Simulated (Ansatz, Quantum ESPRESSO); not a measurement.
# Conductance against width: vacuum gaps between two Na(110) faces, part 3 of 4

Wanted: T at the Fermi level along a series, and its decay constant, for vacuum gaps between two Na(110) faces.

Quantum ESPRESSO 7.5; plane-wave DFT, PBE, GBRV ultrasoft pseudopotentials; cross-check by Ansatz 0.2.0 with PAW datasets.

So far. Step 2 (Self-consistent run, 4 Å): The run needed 9 iterations to bring the estimated error under 1e-07 Ry; the largest force on any atom, held or free, is 0.15 eV/Å.

### Step 4. The same in Ansatz, 4 Å

A second code with its own PAW datasets, on the same atoms.

Level of this step: plane-wave DFT, PBE, Ansatz PAW (Ansatz 0.2.0).

input.yaml

```yaml
crystal:
  lattice:
    - [4.2, 0.0, 0.0]
    - [2.1, 2.969848481, 0.0]
    - [0.0, 0.0, 36.6683332908]
  atoms:
    - { symbol: Na, position: [0.0, 0.0, 0.0] }
    - { symbol: Na, position: [0.5, 0.0, 0.0809921863] }
    - { symbol: Na, position: [0.0, 0.0, 0.1619843726] }
    - { symbol: Na, position: [0.5, 0.0, 0.2429765589] }
    - { symbol: Na, position: [0.0, 0.0, 0.3239687452] }
    - { symbol: Na, position: [0.5, 0.0, 0.4049609315] }
    - { symbol: Na, position: [0.0, 0.0, 0.5140468822] }
    - { symbol: Na, position: [0.5, 0.0, 0.5950390685] }
    - { symbol: Na, position: [0.0, 0.0, 0.6760312548] }
    - { symbol: Na, position: [0.5, 0.0, 0.7570234411] }
    - { symbol: Na, position: [0.0, 0.0, 0.8380156274] }
    - { symbol: Na, position: [0.5, 0.0, 0.9190078137] }
kpoints:
  mp_grid: { grid: [7, 8, 1] }
hamiltonian:
  xc: pbe
scf:
  occupations: { method: fermi_dirac, width: 0.1 }
  convergence: { dr2_threshold: 1.0e-08 }
output:
  transmission: { leads: [[0, 2]], e_range: [-0.4, 0.4], de: 0.4, kmesh: [8, 8] }
  write_potential: true
  write_density: true
  volumetric_format: npy
```

On the command line:

```bash
$ ansatz run input.yaml --threads 4 --pin off --max-ram 8192MiB --backend cpu --events-out ev --progress --plain --runs-dir out
```

Numbers of over 12 decimals in the logs are rounded to 6 here.

The log of the run:

```text
Warning: crystal.symmetry: narrowed to the stabiliser of the k-point mesh — unitary ops 8 → 4; excluded 4 operations that carry a point of the 7×8×1 mesh (shift [0, 0, 0]) off the mesh (the run samples exactly the mesh kpoints.mp_grid names, as under crystal.symmetry.detect: false, and its converged state has the mesh's symmetry, not the crystal's; ε∞, the Born charges and the force constants of a linear response (`dielectric:` by the response, `phonons.method: dfpt`) are averaged over those of the crystal's operations that the state keeps within a tolerance, where `mesh_tensors`, `unaveraged_element` or `gamma_mean_max_change_ev_ang2` stands beside them; [rest of the remark cut]
Engine: ansatz 0.2.0, aarch64-unknown-linux-gnu
Pseudopotentials: kind: paw
Pseudopotential: Na, paw, valence charge 9, recommended cutoff 420 eV (normal), Na.paw.azcp
Functional definition: PBE
  parameter kappa = 0.804
  parameter beta = 0.066725
  exchange = pbe_x(kappa = kappa, mu = beta*pi^2/3)
  correlation = pbe_c(beta = beta)
Crystal: 12 atoms, lattice volume = 457.377 Å³
Basis set: ecut = 420 eV, 8773 PW (Γ)
Bands: 66, of which v1, the nominal top of the filled ones, is band 54 counted from 1 (53 counted from 0)
Symmetry: 4 space group operations
k-points: 29 of 56
Non-local potential: Na, projectors of the file, l = 0: 3, l = 1: 2, l = 2: 1
PAW form: soft (Blöchl's): semilocal exchange-correlation on the pseudo side does not see the compensation charge
PAW one-centre angular grid: Na, 110 points (default); XC on 64 Gauss nodes
Initial density: superposition of atomic densities (neutral atoms: chi_scale 0, normalization atom), corrected by the library's trained network
Initial wavefunctions: pseudopotential atomic-orbital guess
Functional: x = pbe(κ = 0.804, μ = 0.219515), c = pbe(β = 0.066725)
SCF iter   1: F=—  HF=-17836.973114 eV  |F-HF|=—  |Δ(HF+E_count)|=         —  Δρ=6.40e-4  dr2=1.78e-1  ethr=1.77e-3  ⟨swp⟩=8.8  Hψ=7684  notcnv=0  defer=12
preconditioner: auto → Kerker (q_TF=auto, 2.145 Å⁻¹)  [metal: Δε(μ)=0.050 eV  Ē_g=3.206 eV  σ=0.100 eV  W_gap=0.13  n_scr=86 (ndim 8)  ℏωp=6.0 eV  f_vac=0.000  D(μ)=5.40/eV (n_scr^D=16)]
SCF iter   2: F=—  HF=-17836.968240 eV  |F-HF|=—  |Δ(HF+E_count)|=   4.87e-3  Δρ=3.74e-4  dr2=1.02e-1  ethr=1.65e-4  ⟨swp⟩=1.4  Hψ=2216  notcnv=0  defer=7
SCF iter   3: F=—  HF=-17836.967316 eV  |F-HF|=—  |Δ(HF+E_count)|=   9.24e-4  Δρ=5.67e-4  dr2=6.94e-3  ethr=9.46e-5  ⟨swp⟩=1.0  Hψ=1905  notcnv=0  defer=7
SCF iter   4: F=—  HF=-17836.966669 eV  |F-HF|=—  |Δ(HF+E_count)|=   6.47e-4  Δρ=1.41e-4  dr2=1.95e-4  ethr=6.43e-6  ⟨swp⟩=1.0  Hψ=1905  notcnv=0  defer=7
SCF iter   5: F=—  HF=-17836.966644 eV  |F-HF|=—  |Δ(HF+E_count)|=   2.52e-5  Δρ=7.19e-5  dr2=2.68e-5  ethr=1.81e-7  ⟨swp⟩=2.0  Hψ=2991  notcnv=0  defer=7
SCF iter   6: F=—  HF=-17836.966627 eV  |F-HF|=—  |Δ(HF+E_count)|=   1.67e-5  Δρ=9.86e-6  dr2=4.19e-6  ethr=2.48e-8  ⟨swp⟩=2.0  Hψ=2970  notcnv=0  defer=7
SCF iter   7: F=—  HF=-17836.966595 eV  |F-HF|=—  |Δ(HF+E_count)|=   3.22e-5  Δρ=4.98e-6  dr2=2.25e-7  ethr=3.88e-9  ⟨swp⟩=1.4  Hψ=1946  notcnv=0  defer=7
SCF iter   8: F=—  HF=-17836.966595 eV  |F-HF|=—  |Δ(HF+E_count)|=   3.90e-8  Δρ=2.02e-6  dr2=7.24e-8  ethr=2.08e-10  ⟨swp⟩=2.0  Hψ=3439  notcnv=0  defer=7
SCF iter   9: F=—  HF=-17836.966595 eV  |F-HF|=—  |Δ(HF+E_count)|=   8.15e-9  Δρ=8.26e-7  dr2=1.24e-8  ethr=6.71e-11  ⟨swp⟩=2.0  Hψ=2799  notcnv=0  defer=7
SCF iter  10: F=-17836.966595 eV  HF=-17836.966595 eV  |F-HF|=1.64e-10  |Δ(HF+E_count)|=   1.66e-9  Δρ=1.49e-7  dr2=3.88e-10  ethr=9.26e-12  ⟨swp⟩=6.8  Hψ=5245  notcnv=0
SCF 1 converged in 10 iterations: F = -17836.966595 eV  dr2 = 3.88e-10
  greatest PAW one-centre occupation: 0.999 electrons in one spin orbital (limit 2), on the Na atom at site 6 (counted from 0), in its partial waves of l = 0
transmission: 170 of 1666 steps passed
transmission: 334 of 1666 steps passed
[...]
transmission: 1666 of 1666 steps passed
SCF converged after 10 iterations
Free energy (F): -17836.966595 eV
Harris-Foulkes:  -17836.966595 eV  (|F-HF|=1.64e-10)
Internal energy: -17836.781826 eV  (E = F + TS)
E sigma→0 (E₀):  -17836.874211 eV
Entropy (-TS):   -0.184769 eV (-15.397 meV/atom)
Fermi energy:    1.638644 eV
--- Per-component energies (eV) ---
  E_band       = -2907.861785
  E_kinetic    = 1441.566411
  E_local      = -17808.543860  (includes V_loc(G=0)·N_el)
  E_nonlocal   = 1381.167467
  E_hartree    = 6573.931901
  E_xc         = -459.852511
  E_vxc        = -590.836405  (∫ρ·V_xc dr)
  E_paw        = -3157.970603  (= ΣΔE_a)
  E_vpaw       = -479.078667  (= ΣTr[D̂ρ^β])
  E_aug_tail   = -0.000389  (compensation charges beyond the density's cutoff)
  E_ewald      = -5807.080243
  E_smearing   = -0.184769  (= −TS)
  E_closure    = 0.000000  (closes the sum)
  Σ components = -17836.966595   (vs F -17836.966595, Δ=0.00e0)
--- Band table (eV; the first three rows and the last of 29) ---
  k-point 0: bands = [... 50 lower, -1.4512, -1.1921, -1.0748, -0.6170, -0.4905, 0.1819, 0.2937, 1.2001, ... 8 higher]
  k-point 1: bands = [... 50 lower, -1.1776, -0.9198, -0.8030, -0.3475, -0.2215, 0.4478, 0.5588, 1.4614, ... 8 higher]
  k-point 2: bands = [... 50 lower, -0.3651, -0.1113, 0.0044, 0.4531, 0.5778, 1.2377, 1.3468, 2.2370, ... 8 higher]
  k-point 28: bands = [... 50 lower, 1.7670, 1.8901, 1.9757, 2.0025, 2.0566, 2.1133, 2.2827, 2.3842, ... 8 higher]
--- Transmission ---
  basis      : 103 plane waves across, 49 finite elements along
  points     : 34, standing for a mesh of 8 x 8
  energies   : 3 from -0.400000 to 0.400000 eV about the Fermi level, 0.400000 eV apart; the leads are filled to 0.000000 eV, and channels, transmission and decay are at 0.000000 eV
  crystal 0  : Na2, at the sites [0, 2], period 5.9397 Å, over 35.64 Å; its Hamiltonian steps by up to 4.2 meV
    offset         : up to 0.0000 Å between an atom of the period and one for which it stands
    channels       : 8.593750e-1 a spin
    conductance    : none, the energies end too early or step too widely for 300 K: set another output.transmission.e_range or a lower de, or, where they end at an eighth of basis.ecutwfc, a higher one
    slowest decay  : 0.1662 /Å at (0.1250, 0.5000)
  junction   : crystal 0 to crystal 0, -1.48 to 29.24 Å
    transmission   : 6.330254e-1 a spin
    conductance    : none, the energies end too early or step too widely for 300 K: set another output.transmission.e_range or a lower de, or, where they end at an eighth of basis.ecutwfc, a higher one
```

It took 48 s on 4 threads of Arm Neoverse V1, shared host; peak memory 1.2 GiB.

Numbers from this step:

```
free energy                                  : -17836.9666 eV
energy at zero smearing                      : -17836.8742 eV
smearing term TS                             : 0.1848 eV
Fermi energy                                 : 1.639 eV
symmetry operations                          : 4
transmission at the Fermi level, one spin    : 0.6330
step of the lead's Hamiltonian over a period : 4.2 meV
```

Per spin; mean over the k mesh across the current. Table of transmission, zone mean by energy, zero at the Fermi level:

```csv
energy (eV),"transmission, zone mean"
-0.400,0.520
0.000,0.633
0.400,0.758
```

Per spin; mean over the k mesh across the current. The open channels, zone mean by energy, zero at the Fermi level:

```csv
energy (eV),"open channels, zone mean"
-0.400,0.734
0.000,0.859
0.400,0.984
```

Ansatz finds T = 0.633 against pwcond's 0.631.

### Step 5. Self-consistent run, 5 Å

Level of this step: plane-wave DFT, PBE, GBRV ultrasoft pseudopotentials (Quantum ESPRESSO 7.5).

j1.scf.in

```
&control
  prefix = 'j1.scf'
  outdir = './out'
  pseudo_dir = './pseudo'
  calculation = 'scf'
  tprnfor = .true.
/
&system
  ibrav = 0
  nat = 12
  ntyp = 1
  ecutwfc = 40
  ecutrho = 200
  occupations = 'smearing'
  smearing = 'mv'
  degauss = 0.01
/
&electrons
  conv_thr = 1e-07
  mixing_beta = 0.25
  electron_maxstep = 120
  mixing_mode = 'local-TF'
/
ATOMIC_SPECIES
  Na  22.9898  na_pbe_v1.5.uspp.F.UPF
CELL_PARAMETERS angstrom
  4.20000000000000 0.00000000000000 0.00000000000000
  2.10000000000000 2.96984848098350 0.00000000000000
  0.00000000000000 0.00000000000000 37.66833329081850
ATOMIC_POSITIONS crystal
  Na  0.000000000000 0.000000000000 0.000000000000
  Na  0.500000000000 0.000000000000 0.078842046396
  Na  0.000000000000 0.000000000000 0.157684092792
  Na  0.500000000000 0.000000000000 0.236526139189
  Na  0.000000000000 0.000000000000 0.315368185585
  Na  0.500000000000 0.000000000000 0.394210231981
  Na  0.000000000000 0.000000000000 0.526947721623
  Na  0.500000000000 0.000000000000 0.605789768019
  Na  0.000000000000 0.000000000000 0.684631814415
  Na  0.500000000000 0.000000000000 0.763473860811
  Na  0.000000000000 0.000000000000 0.842315907208
  Na  0.500000000000 0.000000000000 0.921157953604
K_POINTS automatic
  7 8 1 0 0 0
```

On the command line:

```bash
$ OMP_NUM_THREADS=1 mpirun -n 4 pw.x -nk 4 -in j1.scf.in > j1.scf.out
```

The log of the run:

```text
[banner, memory and clock lines left out]
Program PWSCF v.7.5 starts
[...]
Message from routine setup:
[...]
number of electrons       =       108.00
     number of Kohn-Sham states=           65
     kinetic-energy cutoff     =      40.0000  Ry
     charge density cutoff     =     200.0000  Ry
[...]
number of k points=    29  Marzari-Vanderbilt smearing, width (Ry)=  0.0100
[...]
Dense  grid:   151593 G-vectors     FFT dimensions: (  36,  32, 324)
[...]
Starting wfcs are   60 randomized atomic wfcs +    5 random wfcs
[...]
estimated scf accuracy    <       0.21276692 Ry
[...]
estimated scf accuracy    <       0.14346727 Ry
[...]
estimated scf accuracy    <       0.00145314 Ry
[...]
estimated scf accuracy    <       0.00163755 Ry
[...]
estimated scf accuracy    <       0.00019424 Ry
[...]
estimated scf accuracy    <       0.00003342 Ry
[...]
estimated scf accuracy    <       0.00000787 Ry
[...]
estimated scf accuracy    <       0.00000598 Ry
[...]
estimated scf accuracy    <       0.00000035 Ry
[...]
the Fermi energy is     1.3990 ev
!    total energy              =   -1144.12834865 Ry
     estimated scf accuracy    <       0.00000005 Ry
     smearing contrib. (-TS)   =       0.00005161 Ry
     internal energy E=F+TS    =   -1144.12840025 Ry
[...]
one-electron contribution =   -1188.55209609 Ry
     hartree contribution      =     597.87608948 Ry
     xc contribution           =    -171.69443827 Ry
     ewald contribution        =    -381.75795538 Ry
     convergence has been achieved in  10 iterations
[...]
Total force =     0.005637     Total SCF correction =     0.000479
[...]
```

Run time: 3.1 min. Hardware: 4 MPI ranks; peak memory 1.3 GiB; 12 min of CPU time.

Numbers from this step:

```
free energy  : -15566.6592 eV
Fermi energy : 1.399 eV
```

### Step 6. The open system, 5 Å

j1.cond.in

```
&inputcond
  outdir = './out'
  prefixt = 'j1.scf'
  tran_file = 'j1.cond.dat'
  bdl = 1.4142135619
  bds = 8.9686507833
  ikind = 1
  ewind = 4.0
  epsproj = 1e-05
  nz1 = 7
  energy0 = 0.4
  denergy = -0.4
/
21
  0.00000000 0.00000000 0.01562500
  0.00000000 0.12500000 0.03125000
  0.00000000 0.25000000 0.03125000
  0.00000000 0.37500000 0.03125000
  0.00000000 0.50000000 0.01562500
  0.12500000 0.00000000 0.06250000
  0.12500000 0.25000000 0.06250000
  0.12500000 0.37500000 0.06250000
  0.12500000 0.50000000 0.06250000
  0.25000000 0.00000000 0.06250000
  0.25000000 0.12500000 0.03125000
  0.25000000 0.37500000 0.06250000
  0.25000000 0.50000000 0.06250000
  0.25000000 0.62500000 0.03125000
  0.37500000 0.00000000 0.06250000
  0.37500000 0.12500000 0.06250000
  0.37500000 0.50000000 0.06250000
  0.37500000 0.62500000 0.06250000
  0.50000000 0.00000000 0.03125000
  0.50000000 0.12500000 0.06250000
  0.50000000 0.25000000 0.03125000
3
```

On the command line:

```bash
$ OMP_NUM_THREADS=1 mpirun -n 4 pwcond.x -in j1.cond.in > j1.cond.out
```

The log of the run:

```text
[banner, memory and clock lines left out]
Program PWCOND v.7.5 starts
[citation notice left out]

[...]
./out/j1.scf.save/

     IMPORTANT: XC functional enforced from input :
     Exchange-correlation= PBE
                           (   1   4   3   4   0   0   0)
     Any further DFT definition will be discarded
     Please, verify this is what you really want

     Reading collected, re-writing distributed wavefunctions

===== INPUT FILE containing all the regions =====

     GEOMETRY:

     lattice parameter (alat)  =       7.9368  a.u.
[...]
---  E-Ef =   -0.4000000  k =    0.5000000   0.2500000
---  ie =          3  ik =         21
 Nchannels of the left tip =            1
 Right moving states:
   k1(2pi/a)   k2(2pi/a)   E-Ef (eV)
   0.4234013   0.0000183  -0.4000000
 Left moving states:
   k1(2pi/a)   k2(2pi/a)   E-Ef (eV)
  -0.4234013   0.0000183  -0.4000000

 to transmit
 Band j to band i transmissions and reflections:
    j         i     |T_ij|^2    |R_ij|^2

    1 -->     1     0.13417     0.86583
   Total T_j, R_j =    0.13417  0.86583

E-Ef(ev), T(x2 spins) =   -0.4000000   0.2683449
   T_tot     0.40000      0.87694E+00
   T_tot     0.00000      0.66846E+00
   T_tot    -0.40000      0.48939E+00

[...]
```

Elapsed: 1.9 min, on 4 MPI ranks; peak memory 0.28 GiB; 7.8 min of CPU time.

Read from the output:

* transmission at the Fermi level, one spin: 0.3342
* conductance: 0.3342 G₀

Per spin; mean over the k mesh across the current. Table of transmission, zone mean by energy, zero at the Fermi level:

```csv
energy (eV),"transmission, zone mean"
-0.400,0.245
0.000,0.334
0.400,0.438
```

T goes from 0.631 to 0.334, a factor of 1.9.

### Step 7. The same in Ansatz, 5 Å

Level of this step: plane-wave DFT, PBE, Ansatz PAW (Ansatz 0.2.0).

input.yaml

```yaml
crystal:
  lattice:
    - [4.2, 0.0, 0.0]
    - [2.1, 2.969848481, 0.0]
    - [0.0, 0.0, 37.6683332908]
  atoms:
    - { symbol: Na, position: [0.0, 0.0, 0.0] }
    - { symbol: Na, position: [0.5, 0.0, 0.0788420464] }
    - { symbol: Na, position: [0.0, 0.0, 0.1576840928] }
    - { symbol: Na, position: [0.5, 0.0, 0.2365261392] }
    - { symbol: Na, position: [0.0, 0.0, 0.3153681856] }
    - { symbol: Na, position: [0.5, 0.0, 0.394210232] }
    - { symbol: Na, position: [0.0, 0.0, 0.5269477216] }
    - { symbol: Na, position: [0.5, 0.0, 0.605789768] }
    - { symbol: Na, position: [0.0, 0.0, 0.6846318144] }
    - { symbol: Na, position: [0.5, 0.0, 0.7634738608] }
    - { symbol: Na, position: [0.0, 0.0, 0.8423159072] }
    - { symbol: Na, position: [0.5, 0.0, 0.9211579536] }
kpoints:
  mp_grid: { grid: [7, 8, 1] }
hamiltonian:
  xc: pbe
scf:
  occupations: { method: fermi_dirac, width: 0.1 }
  convergence: { dr2_threshold: 1.0e-08 }
output:
  transmission: { leads: [[0, 2]], e_range: [-0.4, 0.4], de: 0.4, kmesh: [8, 8] }
  write_potential: true
  write_density: true
  volumetric_format: npy
  elf: true
```

On the command line:

```bash
$ ansatz run input.yaml --threads 4 --pin off --max-ram 8192MiB --backend cpu --events-out ev --progress --plain --runs-dir out
```

The log of the run:

```text
[...]
Crystal: 12 atoms, lattice volume = 469.851 Å³
Basis set: ecut = 420 eV, 9003 PW (Γ)
Bands: 66, of which v1, the nominal top of the filled ones, is band 54 counted from 1 (53 counted from 0)
Symmetry: 4 space group operations
k-points: 29 of 56
[...]
k-point 28: bands = [... 50 lower, 1.6777, 1.7818, 1.8600, 1.8741, 1.9665, 2.0465, 2.1565, 2.3042, ... 8 higher]
--- Transmission ---
  basis      : 103 plane waves across, 48 finite elements along
  points     : 34, standing for a mesh of 8 x 8
[...]
channels       : 8.593750e-1 a spin
[...]
slowest decay  : 0.1676 /Å at (0.1250, 0.5000)
  junction   : crystal 0 to crystal 0, -1.48 to 30.24 Å
    transmission   : 3.398998e-1 a spin
[...]
[key lines of the parts left out:]
SCF converged after 7 iterations
Free energy (F): -17836.844780 eV
Fermi energy:    1.526167 eV
```

The job ended after 48 s (4 threads; peak memory 1.2 GiB).

This step gave:

```
free energy                                  : -17836.8448 eV
energy at zero smearing                      : -17836.7500 eV
smearing term TS                             : 0.1896 eV
Fermi energy                                 : 1.526 eV
transmission at the Fermi level, one spin    : 0.3399
step of the lead's Hamiltonian over a period : 5.6 meV
```

Per spin; mean over the k mesh across the current. Table of transmission, zone mean by energy, zero at the Fermi level:

```csv
energy (eV),"transmission, zone mean"
-0.400,0.249
0.000,0.340
0.400,0.444
```

Ansatz finds T = 0.340 against pwcond's 0.334.

### Step 8. Self-consistent run, 6 Å

Level of this step: plane-wave DFT, PBE, GBRV ultrasoft pseudopotentials (Quantum ESPRESSO 7.5).

j2.scf.in

```
&control
  prefix = 'j2.scf'
  outdir = './out'
  pseudo_dir = './pseudo'
  calculation = 'scf'
  tprnfor = .true.
/
&system
  ibrav = 0
  nat = 12
  ntyp = 1
  ecutwfc = 40
  ecutrho = 200
  occupations = 'smearing'
  smearing = 'mv'
  degauss = 0.01
/
&electrons
  conv_thr = 1e-07
  mixing_beta = 0.25
  electron_maxstep = 120
  mixing_mode = 'local-TF'
/
ATOMIC_SPECIES
  Na  22.9898  na_pbe_v1.5.uspp.F.UPF
CELL_PARAMETERS angstrom
  4.20000000000000 0.00000000000000 0.00000000000000
  2.10000000000000 2.96984848098350 0.00000000000000
  0.00000000000000 0.00000000000000 38.66833329081850
ATOMIC_POSITIONS crystal
  Na  0.000000000000 0.000000000000 0.000000000000
  Na  0.500000000000 0.000000000000 0.076803115838
  Na  0.000000000000 0.000000000000 0.153606231675
  Na  0.500000000000 0.000000000000 0.230409347513
  Na  0.000000000000 0.000000000000 0.307212463351
  Na  0.500000000000 0.000000000000 0.384015579188
  Na  0.000000000000 0.000000000000 0.539181304974
  Na  0.500000000000 0.000000000000 0.615984420812
  Na  0.000000000000 0.000000000000 0.692787536649
  Na  0.500000000000 0.000000000000 0.769590652487
  Na  0.000000000000 0.000000000000 0.846393768325
  Na  0.500000000000 0.000000000000 0.923196884162
K_POINTS automatic
  7 8 1 0 0 0
```

On the command line:

```bash
$ OMP_NUM_THREADS=1 mpirun -n 4 pw.x -nk 4 -in j2.scf.in > j2.scf.out
```

The log of the run:

```text
[banner, memory and clock lines left out]
Program PWSCF v.7.5 starts
[...]
Message from routine setup:
[...]
number of electrons       =       108.00
     number of Kohn-Sham states=           65
     kinetic-energy cutoff     =      40.0000  Ry
     charge density cutoff     =     200.0000  Ry
[...]
number of k points=    29  Marzari-Vanderbilt smearing, width (Ry)=  0.0100
[...]
Dense  grid:   155621 G-vectors     FFT dimensions: (  36,  32, 360)
[...]
Starting wfcs are   60 randomized atomic wfcs +    5 random wfcs
[...]
estimated scf accuracy    <       0.30750084 Ry
[...]
estimated scf accuracy    <       0.21865024 Ry
[...]
estimated scf accuracy    <       0.00545137 Ry
[...]
estimated scf accuracy    <       0.00604226 Ry
[...]
estimated scf accuracy    <       0.00035685 Ry
[...]
estimated scf accuracy    <       0.00013479 Ry
[...]
estimated scf accuracy    <       0.00000529 Ry
[...]
estimated scf accuracy    <       0.00000365 Ry
[...]
estimated scf accuracy    <       0.00000254 Ry
[...]
estimated scf accuracy    <       0.00000297 Ry
[...]
estimated scf accuracy    <       0.00000033 Ry
[...]
the Fermi energy is     1.2972 ev
!    total energy              =   -1144.12271496 Ry
     estimated scf accuracy    <       0.00000003 Ry
     smearing contrib. (-TS)   =      -0.00058395 Ry
     internal energy E=F+TS    =   -1144.12213101 Ry
[...]
one-electron contribution =   -1326.69849907 Ry
     hartree contribution      =     666.53524899 Ry
     xc contribution           =    -171.69307784 Ry
     ewald contribution        =    -312.26580309 Ry
     convergence has been achieved in  12 iterations
[...]
Total force =     0.002561     Total SCF correction =     0.000395
[...]
```

It took 3.6 min on 4 MPI ranks; peak memory 1.3 GiB.

Read from the output:

```
free energy  : -15566.5826 eV
Fermi energy : 1.297 eV
```

[end of part 3 of 4]

[Logs are printed without paths, hosts, clocks, repeated set-up lines and the standing remarks that a program may print on its own settings, such as how far it seeks lower states.]

[Hosts, paths, dates, database ids (printed as entryN), source tags and the programs' standing remarks are cut or masked in the printed files.]

[Maps of the electrostatic potential energy from Ansatz leave out the sawtooth potential of an applied field or a dipole correction, so their vacuum need not be flat; planar profiles and work functions include it.]
